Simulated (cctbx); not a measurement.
**Lattice, Laue class and space group of a new crystal**

Cell: a = 7.3680 Å, b = 7.3680 Å, c = 4.3670 Å, α = 90.00°, β = 90.00°, γ = 120.00°. Expected content of the cell: Tl3 Er3 Ru3.

Simulated single-crystal data (cctbx): synchrotron X-rays, λ = 0.4959 Å, to d = 0.6 Å, 70 % of the full sphere, strongest reflection 20000 counts, noise from counting, a 4 % proportional error and a noise floor of 4 counts (s.d.); no absorption, some extinction.

Tests on the unmerged data give:

```text
2776 reflections to d = 0.601 A
centring   violations  <I/sigma> of those
    A       1326 of  1402     14.6
    B       1323 of  1399     14.7
    C       1317 of  1389     14.8
    I       1314 of  1386     14.6
    R       1715 of  1845     14.6
    F       1983 of  2095     14.7
Laue class    unique    Rint  (classes that these axes allow; Friedel mates merged)
P -1             1814   0.038
P 1 1 2/m        1082   0.040
P -3              667   0.043
P -3 1 m          374   0.045
P -3 m 1          397   0.044
P 6/m             372   0.045
P 6/m m m         238   0.046
space group    extra absences  I>4sigma  <I/sigma>
P 6 2 2                 0          0         -  acentric
P 6 m m                 0          0         -  acentric
P -6 m 2                0          0         -  acentric
P -6 2 m                0          0         -  acentric
P 6/m m m               0          0         -  centric
Wilson B = 0.85 A^2   <|E^2-1|> = 0.630 (0.968 centric, 0.736 acentric)   E^2>4: 0.0 %
shell (A)         n   <I/sigma>
 6.38 - 1.20     41     46.2
 1.20 - 0.95     29     44.0
 0.95 - 0.83     31     44.4
 0.83 - 0.76     26     45.7
 0.76 - 0.70     30     37.9
 0.70 - 0.66     29     40.6
 0.66 - 0.63     25     38.4
 0.63 - 0.60     27     30.3
```

**Question.** What are the lattice type, the Laue class and the likely space group?

Every centring test has many violations, so the lattice is primitive.

Rint stays low (0.038 to 0.046) up to P 6/m m m, the highest class in these axes.

5 settings pass the absence test. No glide or screw absences show, which leaves P 6 2 2, P 6 m m, P -6 m 2, P -6 2 m and P 6/m m m.

⟨|E²−1|⟩ = 0.630 leans to a non-centrosymmetric structure, or to twinning, which lowers it. The Wilson B of 0.85 Å² means U ≈ 0.0108 Å².

The true group is P-62m (no. 189), Laue class 6/mmm, non-centrosymmetric. The tables only narrow the choice to the tied entries; cell content, site symmetry and trial solutions must settle it.

The model is made up (kin elements in a known structure type, no relaxation), so it says nothing on whether the phase exists.

[Logs are printed without paths, hosts, clocks, repeated set-up lines and the standing remarks that a program may print on its own settings, such as how far it seeks lower states.]
